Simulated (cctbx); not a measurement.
## Symmetry from intensities

Cell: a = 5.6080 Å, b = 5.6080 Å, c = 12.3120 Å, α = 90.00°, β = 90.00°, γ = 120.00°. Expected content of the cell: Te4 Cu4 Cr2 O12.

The data are simulated with cctbx, not measured: synchrotron X-rays, λ = 0.7749 Å, to d = 0.75 Å, 95 % of the full sphere, strongest reflection 20000 counts, noise from counting, a 1.5 % proportional error and a noise floor of 8 counts (s.d.); no absorption, some extinction.

Tests on the unmerged data give:

```text
3161 reflections to d = 0.753 A
centring   violations  <I/sigma> of those
    A        847 of  1593     14.8
    B        843 of  1595     14.7
    C        918 of  1582     15.3
    I        848 of  1599     14.6
    R       1177 of  2113     14.2
    F       1304 of  2385     14.9
Laue class    unique    Rint  (classes that these axes allow; Friedel mates merged)
P -1             1655   0.017
P 1 1 2/m         876   0.234
P -3              565   0.022
P -3 1 m          332   0.237
P -3 m 1          368   0.023
P 6/m             303   0.237
P 6/m m m         219   0.237
space group    extra absences  I>4sigma  <I/sigma>
P 3 2 1                 0          0         -  acentric
P 3 m 1                 0          0         -  acentric
P 3 c 1               437          0       0.1  acentric
P -3 m 1                0          0         -  centric
P -3 c 1              437          0       0.1  centric
Wilson B = 0.39 A^2   <|E^2-1|> = 1.031 (0.968 centric, 0.736 acentric)   E^2>4: 4.3 %
shell (A)         n   <I/sigma>
12.31 - 1.51     59     44.8
 1.51 - 1.20     43     45.2
 1.20 - 1.04     52     38.2
 1.04 - 0.95     38     40.2
 0.95 - 0.88     43     35.8
 0.88 - 0.83     40     40.2
 0.83 - 0.79     47     33.9
 0.79 - 0.75     46     38.3
```

**Question.** What are the lattice type, the Laue class and the likely space group?

Every centring test has many violations, so the lattice is primitive.

Rint stays low (0.017 to 0.023) up to P -3 m 1 and is 0.234 or more in the other classes.

5 settings pass the absence test. The most absences obeyed, 437, belong to P 3 c 1 and P -3 c 1, which absences can't tell apart.

⟨|E²−1|⟩ = 1.031 leans to a centrosymmetric structure. The Wilson B of 0.39 Å² means U ≈ 0.0049 Å².

The true group is P-3c1 (no. 165), Laue class -3m, centrosymmetric. The tables only narrow the choice to the tied entries; cell content, site symmetry and trial solutions must settle it.

The crystal is twinned by the law (-1 0 0 0 -1 0 0 0 1) with a minor fraction of 0.12; Rint in the higher class falls towards the noise as the fraction nears 1/2.

The model was made for the exercise: a known structure type with other elements put in, its volume estimated, not relaxed; displacement parameters are assumed.

[Logs are printed without paths, hosts, clocks, repeated set-up lines and the standing remarks that a program may print on its own settings, such as how far it seeks lower states.]
